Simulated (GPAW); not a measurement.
Consider BaCu2S2 (I4/mmm).

```
Ba Cu S
1.0
    -1.95096    1.95096    6.32505
     1.95096   -1.95096    6.32505
     1.95096    1.95096   -6.32505
Ba Cu S
1 2 2
Direct
  0.00000 0.00000 0.00000
  0.25000 0.75000 0.50000
  0.75000 0.25000 0.50000
  0.35899 0.35899 0.00000
  0.64101 0.64101 0.00000
```

Absorber: atom 4, with 4 Cu at 2.39 Å (4-fold, site symmetry 4mm). Method: GPAW, LDA, full core hole (charged cell), 20-atom cell with 6.9 Å between holes, 3×3×3 k points, dipole transitions, Gaussian full width 0.9 eV up to 4 eV, rising linearly to 3.5 eV at 25 eV.

Q: Where do the maxima of the S K edge fall?

Main maxima up to 24 eV above the zero (height): 4.1 eV (2.36), 10.1 eV (0.86) and 14.6 eV (1.01). A K edge sees empty p states on the absorber. The total-energy difference plus the lowest empty eigenvalue puts the zero at 2474.02 eV. One term is added: -16.82 eV, since the hole is spin-paired here and a spin-polarised one costs that much less in the free atom (computed apart). The photon energy is then 2457.20 eV. The functional and the charged cell's background leave an error in such absolute values: in the free atom LDA prices this hole 9.1 eV below PBE (computed apart), and PBE is itself good to a few eV.

The S K spectrum (energy from the lowest empty level; intensity scaled to a mean of 1 over the first 20 eV; polarised curves are means over the symmetry-equivalent atoms):

| E (eV) | isotropic | ε ⊥ c | ε ∥ c |
| --- | --- | --- | --- |
| -2.0 | 0.00 | 0.00 | 0.00 |
| -1.0 | 0.00 | 0.00 | 0.00 |
| 0.0 | 0.02 | 0.01 | 0.05 |
| 1.0 | 0.51 | 0.28 | 0.97 |
| 2.0 | 0.86 | 0.89 | 0.80 |
| 3.0 | 1.62 | 1.82 | 1.21 |
| 4.0 | 2.35 | 2.63 | 1.79 |
| 5.0 | 2.03 | 2.05 | 1.99 |
| 6.0 | 1.25 | 1.20 | 1.34 |
| 7.0 | 0.80 | 0.70 | 1.00 |
| 8.0 | 0.69 | 0.66 | 0.74 |
| 9.0 | 0.74 | 0.73 | 0.78 |
| 10.0 | 0.86 | 0.77 | 1.05 |
| 11.0 | 0.79 | 0.75 | 0.88 |
| 12.0 | 0.79 | 0.81 | 0.74 |
| 13.0 | 0.86 | 0.90 | 0.78 |
| 14.0 | 0.98 | 1.02 | 0.89 |
| 15.0 | 1.00 | 1.04 | 0.93 |
| 16.0 | 0.92 | 0.95 | 0.85 |
| 17.0 | 0.87 | 0.87 | 0.87 |
| 18.0 | 0.85 | 0.81 | 0.93 |
| 19.0 | 0.79 | 0.75 | 0.87 |
| 20.0 | 0.73 | 0.72 | 0.76 |
| 21.0 | 0.69 | 0.69 | 0.70 |
| 22.0 | 0.64 | 0.65 | 0.62 |
| 23.0 | 0.60 | 0.62 | 0.56 |
| 24.0 | 0.65 | 0.68 | 0.59 |
| 25.0 | 0.78 | 0.81 | 0.72 |
| 26.0 | 0.96 | 0.98 | 0.93 |
| 27.0 | 1.09 | 1.08 | 1.12 |
| 28.0 | 1.12 | 1.08 | 1.19 |
| 29.0 | 1.05 | 1.01 | 1.13 |
| 30.0 | 0.94 | 0.91 | 0.99 |

The mesh is coarse (0.33 Å⁻¹ between points), so small maxima may be mesh ripples. The structure is a computed Materials Project entry and may be a hypothetical form.

[Banner, clock and machine lines of the logs are left out without a mark of their own.]

[Logs are printed without paths, hosts, clocks, repeated set-up lines and the standing remarks that a program may print on its own settings, such as how far it seeks lower states.]

[Hosts, paths, dates, database ids (printed as entryN), source tags and the programs' standing remarks are cut or masked in the printed files.]

[Lists of maxima count a maximum above −3 eV only where it reaches 4 % of the highest in the window and stands out from its surroundings by 2 % of it (1.5 % where it reaches 55 %); shoulders and weaker maxima are passed over, and of the rest the first, up to two pre-edge ones and the few strongest are named.]
